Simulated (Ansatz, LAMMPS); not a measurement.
# Glassy 69SiO2-19Al2O3-6SrO-6Li2O (mol %) (106 atoms): a single point

Aim: energy, forces, charges and density of states of glassy 69SiO2-19Al2O3-6SrO-6Li2O (mol %) (106 atoms) at a fixed geometry.

Program: Ansatz 0.2.0. Level of theory: Kohn-Sham DFT, PBE, PAW (set soft_2), plane waves. Results are calculated unless marked as measured.

### Step 1. Starting point

The cell holds 106 atoms: 22 Si, 12 Al, 2 Sr, 4 Li and 66 O. Cell: a = 10.840 Å, b = 10.840 Å, c = 10.840 Å, α = 90.0°, β = 90.0°, γ = 90.0°. 106 atoms (22 Si, 12 Al, 2 Sr, 4 Li, 66 O) placed at random at 2.87 g/cm³, melted at 4000 K for 10 ps at fixed volume with the Morse and Coulomb pair potential with partial charges (Pedone, Malavasi, Menziani, Cormack and Segre, J. Phys. Chem. B 110, 11780 (2006)). Quenched from 4000 K to 300 K at 50 K/ps and fixed volume, held 5 ps.

What the set-up can't give: The quench rate of 50 K/ps is many orders above laboratory rates, so the cell is likely richer in defects and strain than a real sample. The network of bonds at the start is that of the classical potential that made the cell, and needn't be the one that DFT or experiment would give. The Brillouin zone is sampled at Γ only, in a cell whose shortest periodic width is 11 Å.

### Step 2. The classical run that made the cell

A classical potential makes the cell, at a small fraction of what the same run would cost in DFT.

This step: classical MD, Morse and Coulomb pair potential with partial charges (Pedone, Malavasi, Menziani, Cormack and Segre, J. Phys. Chem. B 110, 11780 (2006)) (LAMMPS 22 Jul 2025 - Update 4).

The input, in.lmp:

```
# melt-quench of Si22Al12Sr2Li4O66
units metal
atom_style charge
boundary p p p
region box block 0 10.8397 0 10.8397 0 10.8397
create_box 5 box
mass 1 28.0850   # Si
mass 2 26.9815   # Al
mass 3 87.6200   # Sr
mass 4 6.9400   # Li
mass 5 15.9990   # O
create_atoms 1 random 22 341389 NULL overlap 1.5 maxtry 2000
create_atoms 2 random 12 341396 NULL overlap 1.5 maxtry 2000
create_atoms 3 random 2 341403 NULL overlap 1.5 maxtry 2000
create_atoms 4 random 4 341410 NULL overlap 1.5 maxtry 2000
create_atoms 5 random 66 341417 NULL overlap 1.5 maxtry 2000
pair_style hybrid/overlay pedone 5.5 coul/long 8.0
pair_coeff * * coul/long
pair_coeff 1 5 pedone 0.340554 2.006700 2.100000 1   # Si-O
pair_coeff 2 5 pedone 0.361581 1.900442 2.164818 0.9   # Al-O
pair_coeff 3 5 pedone 0.019623 1.886000 3.328330 3   # Sr-O
pair_coeff 4 5 pedone 0.001114 3.429506 2.681360 1   # Li-O
pair_coeff 5 5 pedone 0.042395 1.379316 3.618701 22   # O-O
set type 1 charge 2.4
set type 2 charge 1.8
set type 3 charge 1.2
set type 4 charge 0.6
set type 5 charge -1.2
kspace_style pppm 1.0e-4
neigh_modify delay 0 every 1 check yes
thermo_style custom step time temp pe press density
thermo_modify norm yes
timestep 0.002
thermo 100
# [... 15 lines left out ...]
fix md all nvt temp 4000 300 0.2
run 37000 post no
unfix md
thermo 1250
fix md all nvt temp 300 300 0.2
run 2500 post no
unfix md
write_dump all custom glass.dump id type xs ys zs modify sort id
```

Started as:

```console
> lmp -in in.lmp -log none -nocite
```

Numbers of over 12 decimals in the logs are rounded to 6 here.

The program printed:

```text
LAMMPS (22 Jul 2025 - Update 4)
Created orthogonal box = (0 0 0) to (10.8397 10.8397 10.8397)
Created 22 atoms
Created 12 atoms
Created 2 atoms
Created 4 atoms
Created 66 atoms
PPPM initialization ...
  G vector (1/distance) = 0.38294466
  grid = 12 12 12
  estimated relative force accuracy = 6.0529906e-05
   Step          Time           Temp          PotEng         Press         Density
         0   0              0             -3.0712789      706446.5       2.8690283
        87   0.174          0             -15.255137      16811.591      2.8690283
Loop time of 0.124789 s on 1 MPI rank(s) for 87 steps with 106 atoms
Minimization stats:
  Stopping criterion = energy tolerance
  Energy initial, next-to-last, final =
     -3.07127888443561  -15.2536828238515  -15.2551373566599
  Force two-norm initial, final = 315.33707 2.7418419
  Iterations, force evaluations = 87 112
   Step          Time           Temp          PotEng         Press         Density
         0   0              4000          -15.255137      62339.871      2.8690283
       500   1              1791.6936     -15.045534      14743.367      2.8690283
      1000   2              1871.3512     -15.083961      44634.446      2.8690283
Loop time of 0.864372 s on 1 MPI rank(s) for 1000 steps with 106 atoms
   Step          Time           Temp          PotEng         Press         Density
      1000   2              1871.3512     -15.083961      44634.446      2.8690283
      1666   3.332          4326.869      -14.625801      48080.077      2.8690283
      2499   4.998          4195.8686     -14.693044      58975.478      2.8690283
      3332   6.664          3415.5159     -14.7275        61221.144      2.8690283
      4165   8.33           4086.8045     -14.748815      16246.699      2.8690283
      4998   9.996          4030.9571     -14.640352      39810.572      2.8690283
      5831   11.662         3961.2202     -14.64527       42830.53       2.8690283
[... 1 line left out ...]
Loop time of 4.51107 s on 1 MPI rank(s) for 5000 steps with 106 atoms
   Step          Time           Temp          PotEng         Press         Density
[... 12 lines left out ...]
Loop time of 31.6592 s on 1 MPI rank(s) for 37000 steps with 106 atoms
   Step          Time           Temp          PotEng         Press         Density
     43000   86             290.22326     -15.345943      5306.9653      2.8690283
     43750   87.5           315.39801     -15.351022     -8278.0474      2.8690283
     45000   90             311.7409      -15.353635     -8828.3748      2.8690283
     45500   91             294.37994     -15.344146     -639.8143       2.8690283
Loop time of 2.0671 s on 1 MPI rank(s) for 2500 steps with 106 atoms
```

The job ended after 39 s (1 thread of Arm Neoverse N1, shared host; peak memory 0.075 GiB).

### Step 3. Plane-wave single point

One self-consistent run at the given positions yields energy and forces.

The input, input.yaml:

```yaml
crystal:
  lattice:
    - [10.8397, 0.0, 0.0]
    - [0.0, 10.8397, 0.0]
    - [0.0, 0.0, 10.8397]
  atoms:
    - { symbol: Si, position: [0.90312, 0.94763, 0.67871] }
    - { symbol: Si, position: [0.61895, 0.7652, 0.51069] }
    - { symbol: Si, position: [0.73772, 0.16161, 0.58421] }
    - { symbol: Si, position: [0.77252, 0.44773, 0.63253] }
    - { symbol: Si, position: [0.00156, 0.82511, 0.05768] }
    - { symbol: Si, position: [0.94204, 0.38662, 0.29629] }
    - { symbol: Si, position: [0.41325, 0.26684, 0.93473] }
    - { symbol: Si, position: [0.21236, 0.76637, 0.86394] }
    - { symbol: Si, position: [0.77793, 0.01047, 0.03002] }
    - { symbol: Si, position: [0.47165, 0.41428, 0.61296] }
    - { symbol: Si, position: [0.48389, 0.72582, 0.94276] }
    - { symbol: Si, position: [0.2805, 0.56957, 0.14302] }
    - { symbol: Si, position: [0.05454, 0.43082, 0.03017] }
    - { symbol: Si, position: [0.39456, 0.90052, 0.59455] }
    - { symbol: Si, position: [0.62741, 0.79921, 0.17641] }
    - { symbol: Si, position: [0.11639, 0.41599, 0.52812] }
    - { symbol: Si, position: [0.26474, 0.62528, 0.63363] }
    - { symbol: Si, position: [0.60042, 0.49849, 0.37815] }
    - { symbol: Si, position: [0.8027, 0.54056, 0.91542] }
    - { symbol: Si, position: [0.75142, 0.16451, 0.30723] }
    - { symbol: Si, position: [0.24228, 0.0936, 0.0874] }
    - { symbol: Si, position: [0.87039, 0.66036, 0.24852] }
    - { symbol: Al, position: [0.37187, 0.1375, 0.67085] }
    - { symbol: Al, position: [0.86044, 0.9488, 0.43122] }
    - { symbol: Al, position: [0.5721, 0.03654, 0.81429] }
    - { symbol: Al, position: [0.70745, 0.78132, 0.79071] }
    - { symbol: Al, position: [0.53482, 0.30856, 0.17801] }
    - { symbol: Al, position: [0.33862, 0.84716, 0.21788] }
    - { symbol: Al, position: [0.14297, 0.0263, 0.82414] }
    - { symbol: Al, position: [0.54447, 0.5159, 0.04536] }
    - { symbol: Al, position: [0.11301, 0.97527, 0.28282] }
    - { symbol: Al, position: [0.90972, 0.69407, 0.52966] }
    - { symbol: Al, position: [0.1792, 0.30744, 0.79783] }
    - { symbol: Al, position: [0.34264, 0.37595, 0.36351] }
    - { symbol: Sr, position: [0.47122, 0.05798, 0.36176] }
    - { symbol: Sr, position: [0.84327, 0.25655, 0.89034] }
    - { symbol: Li, position: [0.19901, 0.73086, 0.39665] }
    - { symbol: Li, position: [0.14538, 0.0241, 0.52571] }
    - { symbol: Li, position: [0.33826, 0.53075, 0.86302] }
    - { symbol: Li, position: [0.00551, 0.18071, 0.15826] }
    - { symbol: O, position: [0.93376, 0.48513, 0.96811] }
    - { symbol: O, position: [0.60986, 0.43344, 0.64433] }
    - { symbol: O, position: [0.84399, 0.56526, 0.58838] }
    - { symbol: O, position: [0.85918, 0.13492, 0.07948] }
    - { symbol: O, position: [0.40768, 0.26294, 0.268] }
    - { symbol: O, position: [0.01343, 0.40512, 0.4213] }
    - { symbol: O, position: [0.08966, 0.32731, 0.92572] }
    - { symbol: O, position: [0.65306, 0.1187, 0.68837] }
    - { symbol: O, position: [0.55167, 0.71481, 0.06921] }
    - { symbol: O, position: [0.67196, 0.17869, 0.44898] }
    - { symbol: O, position: [0.8335, 0.04713, 0.56924] }
    - { symbol: O, position: [0.15878, 0.57412, 0.5399] }
    - { symbol: O, position: [0.68726, 0.91435, 0.11079] }
    - { symbol: O, position: [0.2442, 0.88638, 0.33546] }
    - { symbol: O, position: [0.16303, 0.10943, 0.2092] }
    - { symbol: O, position: [0.79676, 0.46126, 0.78431] }
    - { symbol: O, position: [0.32752, 0.76375, 0.59481] }
    - { symbol: O, position: [0.50732, 0.59075, 0.87878] }
    - { symbol: O, position: [0.69, 0.06429, 0.92809] }
    - { symbol: O, position: [0.34491, 0.74807, 0.9305] }
    - { symbol: O, position: [0.50574, 0.83815, 0.2587] }
    - { symbol: O, position: [0.75576, 0.81345, 0.47992] }
    - { symbol: O, position: [0.5177, 0.87425, 0.50898] }
    - { symbol: O, position: [0.94968, 0.82446, 0.6039] }
    - { symbol: O, position: [0.3308, 0.35585, 0.85409] }
    - { symbol: O, position: [0.19768, 0.88886, 0.78372] }
    - { symbol: O, position: [0.70278, 0.50168, 0.0208] }
    - { symbol: O, position: [0.51606, 0.32877, 0.01753] }
    - { symbol: O, position: [0.3258, 0.02593, 0.55054] }
    - { symbol: O, position: [0.22912, 0.35642, 0.47441] }
    - { symbol: O, position: [0.16386, 0.52255, 0.06503] }
    - { symbol: O, position: [0.42682, 0.27736, 0.62188] }
    - { symbol: O, position: [0.80458, 0.29388, 0.61979] }
    - { symbol: O, position: [0.56858, 0.82797, 0.87242] }
    - { symbol: O, position: [0.72736, 0.71797, 0.24159] }
    - { symbol: O, position: [0.44935, 0.97121, 0.71295] }
    - { symbol: O, position: [0.37038, 0.52134, 0.64351] }
    - { symbol: O, position: [0.28616, 0.70667, 0.17331] }
    [... 22 atom lines left out ...]
    - { symbol: O, position: [0.89714, 0.91386, 0.00182] }
    - { symbol: O, position: [0.87211, 0.25314, 0.30363] }
    - { symbol: O, position: [0.93622, 0.70815, 0.12939] }
    - { symbol: O, position: [0.09334, 0.77837, 0.95611] }
    - { symbol: O, position: [0.20842, 0.65308, 0.7673] }
    - { symbol: O, position: [0.7901, 0.67606, 0.87744] }
kpoints:
  mp_grid: { grid: [1, 1, 1] }
hamiltonian:
  xc: pbe
scf:
  occupations: { method: fixed }
output:
  forces: true
  stress: true
  populations: true
  dos:
    method: { smearing: { sigma: 0.15 } }
    de: 0.1
    projected: { site_lists: { Al: [Al], Li: [Li], O: [O], Si: [Si], Sr: [Sr] } }
  eigenvalues: true
  write_density: true
  write_potential: true
  volumetric_format: npy
```

Started as:

```console
> ansatz run input.yaml --threads 8 --pin off --max-ram 15872MiB --backend cpu --events-out ev --progress --plain --runs-dir out
```

The program printed:

```text
Engine: ansatz 0.2.0, aarch64-unknown-linux-gnu
Pseudopotentials: kind: paw
Pseudopotential: Si, paw, valence charge 4, recommended cutoff 420 eV (normal), Si.paw.azcp
Pseudopotential: Al, paw, valence charge 3, recommended cutoff 420 eV (normal), Al.paw.azcp
Pseudopotential: Sr, paw, valence charge 10, recommended cutoff 420 eV (normal), Sr.paw.azcp
Pseudopotential: Li, paw, valence charge 3, recommended cutoff 420 eV (normal), Li.paw.azcp
Pseudopotential: O, paw, valence charge 6, recommended cutoff 420 eV (normal), O.paw.azcp
[... 5 lines on functional and potentials left out ...]
Crystal: 106 atoms, lattice volume = 1273.655 Å³
Basis set: ecut = 420 eV, 24885 PW (Γ), exchange–correlation on 150×150×150 points (8 copies of the dense FFT grid, shifted against one another)
Bands: 382, of which v1, the nominal top of the filled ones, is band 276 counted from 1 (275 counted from 0)
Symmetry: 1 space group operations
Space group: P1 (ITA 1), of the structure as read, at distance tolerance 1.1e-4 Å
k-points: 1
[... 11 lines on functional and potentials left out ...]
Initial density: superposition of atomic densities (neutral atoms: chi_scale 0, normalization atom), corrected by the library's trained network
Initial wavefunctions: pseudopotential atomic-orbital guess
Functional: x = pbe(κ = 0.804, μ = 0.219515), c = pbe(β = 0.066725)
SCF iter   1: F=—  HF=-65908.812626 eV  |F-HF|=—  |Δ(HF+E_count)|=         —  Δρ=2.42e-3  dr2=1.10e-1  ethr=1.77e-3  ⟨swp⟩=5.0  Hψ=1502  notcnv=0  defer=100
preconditioner: auto → Resta (q_TF=auto, 2.373 Å⁻¹)  ε∞=3.3  [insulator: Δε(μ)=3.238 eV  Ē_g=16.012 eV  n_scr=256 (ndim 8)  ℏωp=24.2 eV  f_vac=0.085  ε∞_Penn≈3.3]
SCF iter   2: F=—  HF=-65908.810968 eV  |F-HF|=—  |Δ(HF+E_count)|=   1.66e-3  Δρ=1.27e-3  dr2=2.96e-2  ethr=1.99e-5  ⟨swp⟩=2.0  Hψ=618  notcnv=0  defer=104
SCF iter   3: F=—  HF=-65908.810928 eV  |F-HF|=—  |Δ(HF+E_count)|=   4.03e-5  Δρ=6.26e-4  dr2=6.98e-3  ethr=5.36e-6  ⟨swp⟩=3.0  Hψ=494  notcnv=0  defer=104
SCF iter   4: F=—  HF=-65908.809767 eV  |F-HF|=—  |Δ(HF+E_count)|=   1.16e-3  Δρ=1.93e-4  dr2=5.36e-4  ethr=1.26e-6  ⟨swp⟩=3.0  Hψ=494  notcnv=0  defer=104
SCF iter   5: F=—  HF=-65908.809804 eV  |F-HF|=—  |Δ(HF+E_count)|=   3.69e-5  Δρ=1.18e-4  dr2=1.46e-4  ethr=9.72e-8  ⟨swp⟩=2.0  Hψ=491  notcnv=0  defer=104
SCF iter   6: F=—  HF=-65908.809782 eV  |F-HF|=—  |Δ(HF+E_count)|=   2.11e-5  Δρ=3.33e-5  dr2=1.32e-5  ethr=2.65e-8  ⟨swp⟩=2.0  Hψ=553  notcnv=0  defer=104
SCF iter   7: F=—  HF=-65908.807324 eV  |F-HF|=—  |Δ(HF+E_count)|=   2.46e-3  Δρ=1.32e-5  dr2=1.91e-6  ethr=2.38e-9  ⟨swp⟩=2.0  Hψ=658  notcnv=0  defer=104
SCF iter   8: F=—  HF=-65908.807325 eV  |F-HF|=—  |Δ(HF+E_count)|=   1.38e-6  Δρ=7.52e-6  dr2=5.94e-7  ethr=3.46e-10  ⟨swp⟩=2.0  Hψ=553  notcnv=0  defer=104
SCF iter   9: F=-65908.807326 eV  HF=-65908.807326 eV  |F-HF|=2.05e-8  |Δ(HF+E_count)|=   7.75e-8  Δρ=1.73e-6  dr2=3.55e-8  ethr=1.81e-11  ⟨swp⟩=19.0  Hψ=4026  notcnv=0
SCF 1 converged in 9 iterations: F = -65908.807326 eV  dr2 = 3.55e-8
  greatest PAW one-centre occupation: 1.000 electrons in one spin orbital (limit 2), on the Li atom at site 39 (counted from 0), in its partial waves of l = 0
SCF converged after 9 iterations
Free energy (F): -65908.807326 eV
Harris-Foulkes:  -65908.807326 eV  (|F-HF|=2.05e-8)
Internal energy: -65908.807326 eV  (E = F + TS)
E sigma→0 (E₀):  -65908.807326 eV
Fermi energy:    4.930649 eV
--- Per-component energies (eV) ---
  E_band       = -2090.078526
  E_kinetic    = 13696.631935
  E_local      = -33356.743479  (includes V_loc(G=0)·N_el)
  E_nonlocal   = 4101.548679
  E_hartree    = 12101.360058
  E_xc         = -7022.769722
  E_vxc        = -8065.685835  (∫ρ·V_xc dr)
  E_paw        = -32866.829986  (= ΣΔE_a)
  E_vpaw       = -2668.710774  (= ΣTr[D̂ρ^β])
  E_aug_tail   = 0.168987  (compensation charges beyond the density's cutoff)
  E_ewald      = -22562.173798
  E_smearing   = -0.000000  (= −TS)
  E_closure    = -0.000000  (closes the sum)
  Σ components = -65908.807326   (vs F -65908.807326, Δ=0.00e0)
--- Forces (eV/Å), atoms counted from 1 ---
  atom   1  Si    -0.59630020    -0.24526435     0.45868157
  atom   2  Si     1.31490906    -2.23077057     4.08603277
  atom   3  Si    -0.39607241     2.68933668    -1.53075935
  atom   4  Si    -4.13366339    -2.17589781     0.07564636
  atom   5  Si    -2.60304855    -0.26724538     0.57581877
  atom   6  Si    -0.24099567    -0.97947760    -2.30153273
  atom   7  Si    -2.48634904    -1.27811814     1.12816447
  atom   8  Si    -1.06162981     1.87467296     1.03986342
  atom   9  Si     3.14623357    -0.90272531     2.52935603
  atom  10  Si     0.30166054     0.94487627    -2.90748306
  atom  11  Si     3.65967602    -1.18605158    -4.53652961
  atom  12  Si     0.31775177    -3.32998532     1.83177919
  atom  13  Si     0.72236120    -0.90656590     1.23802484
  atom  14  Si     1.10650562    -2.14893214     0.66613970
[...]
atom 105  O     -0.65358184    -1.66341987     0.71751737
  atom 106  O      0.54756467     2.65042520    -0.38186307
  max |Σ_I F_I| component: 1.67e-4 eV/Å
--- Stress (GPa, compression-positive) ---
        7.162695      -1.718337      -0.238883
       -1.718332       6.229253       0.252826
       -0.238888       0.252825       8.546256
  P = ⅓ Tr σ = 7.3127 GPa (73.127 kbar)
--- Band table (eV) ---
  k-point 0: bands = ["-40.5802", "-40.4002", "-38.9396", "-38.4502", [... 366 levels ...], "14.9336", "14.9577", "14.9719", "15.0286", "15.0767", "15.1280", "15.1453", "15.1836", "15.2383", "15.2460", "15.3157", "15.3431"]
--- Löwdin populations: 106 sites ---
  site symbol       q [e]
     0     Si      2.2676
     1     Si      2.2719
     2     Si      2.2701
[...]
105      O      6.8382
  spilling = 0.011868 (of n_electrons = 552.000000)
```

It took 34 s on 8 threads of Arm Neoverse N1, shared host; peak memory 1.7 GiB; 2.9 min of CPU time.

Numbers from this run:

- free energy: -65908.8073 eV
- free energy per atom: -621.7812 eV/atom
- SCF cycles: 9
- pressure: 7.313 GPa
- r.m.s. force component: 1.423 eV/Å
- longest force: 5.948 eV/Å
- Fermi energy: 4.931 eV
- gap (highest filled to lowest empty level): 3.152 eV
- spilling of the projection: 0.01187

Length of the force by element:

```csv
element,coordination,atoms,mean length of the force (eV/Å),spread,least,most
Al,all,12,2.06,0.714,0.907,3.25
Li,all,4,0.505,0.261,0.235,0.905
O,all,66,2.15,0.969,0.749,5.63
Si,all,22,2.88,1.24,0.641,5.95
Sr,all,2,0.912,0.387,0.525,1.30
```

Löwdin charges by element (they lack the spilled electrons, 0.062 e an atom on average):

```csv
element,coordination,atoms,mean charge (e),spread,least,most
Al,all,12,1.33,0.035,1.26,1.39
Li,all,4,0.827,0.0215,0.800,0.851
O,all,66,-0.831,0.0505,-0.992,-0.765
Si,all,22,1.74,0.029,1.67,1.79
Sr,all,2,1.87,0.0023,1.86,1.87
```

Density of states as counts of states in windows of 1 eV (from the Fermi level), total and the larger projections:

```csv
from (eV),to (eV),total,O p,Si p,O s
-18,-17,22.7,0.2,2.1,17.7
-17,-16,15.5,0.2,1.0,7.1
-16,-15,6.0,0.1,0.1,0.9
-15,-11,0.0,0.0,0.0,0.0
-11,-10,4.2,2.8,0.2,0.2
-10,-9,10.6,7.2,0.6,0.5
-9,-8,17.8,12.5,1.4,0.8
-8,-7,21.1,15.8,2.4,0.5
-7,-6,36.4,28.0,4.4,0.7
-6,-5,41.1,32.9,3.9,1.0
-5,-4,53.7,45.9,2.9,1.4
-4,-3,61.6,55.7,1.9,1.1
-3,-2,71.9,67.4,1.3,0.7
-2,-1,54.4,51.9,0.6,0.4
-1,0,22.1,21.1,0.3,0.1
0,1,1.1,1.1,0.0,0.0
1,2,0.0,0.0,0.0,0.0
2,3,0.1,0.0,0.0,0.0
3,4,1.9,0.1,0.1,0.5
4,5,7.8,0.8,0.9,1.2
```

With fixed occupations the program's Fermi level is the highest filled level; weight inside the gap is the broadening of levels at its edges.

Between -26 and -18 eV lie 100 more states.

The levels nearest the highest filled one (over half full), pooled over k-points and spins:

```csv
level less the highest filled one (eV),occupation
-0.573,2
-0.439,2
-0.337,2
-0.314,2
-0.212,2
0,2
3.15,0
4.44,0
4.51,0
4.90,0
4.93,0
5.04,0
```

Valence density in the ac plane at fractional y = 0.026, with atoms of Si and Al and Li and O within 0.2 Å of it. It is the smooth field of the valence electrons, not physical close to the nuclei.

Ten steps, logarithmic in the rise over the least value, from '0' (0.0 e/Å³) to '9' (6.5 e/Å³), each cell a mean:
```
025899642100000001357764332210
014677531000000012468864211100
112344321000011112457753100001
332111211000112211234321100123
764211221001233211122111111257
986322221112455422222111112469
975311111124676532333211222468
543110111223566422333212233345
221000113444443211222223565432
100121136886421100111136897521
101687247998421000000136998521
222798336886421000000124675322
554353123454333210000012333234
875310001122466541000123332246
775311100013677763101246653346
554211111013677763101479974224
222222211012567642002479974211
112334321111233310001357753100
112345322333211000000123321000
112344334665310000001111111000
011223346887420000012222221100
001123345776310000012333333210
012455434443200000012332343210
014788642221000000134442233211
```
Columns run along a (10.8 Å), rows up along c (10.8 Å). Atoms in or near the plane, at fractional coordinates: Si at (0.78, 0.03), Al at (0.57, 0.81), Al at (0.14, 0.82), Li at (0.15, 0.53), O at (0.33, 0.55), O at (0.15, 0.98), O at (0.00, 0.75), O at (0.79, 0.32).

(Continued in part 2 of 2.)

[Logs are printed without paths, hosts, clocks, repeated set-up lines and the standing remarks that a program may print on its own settings, such as how far it seeks lower states.]

[Hosts, paths, dates, database ids (printed as entryN), source tags and the programs' standing remarks are cut or masked in the printed files.]
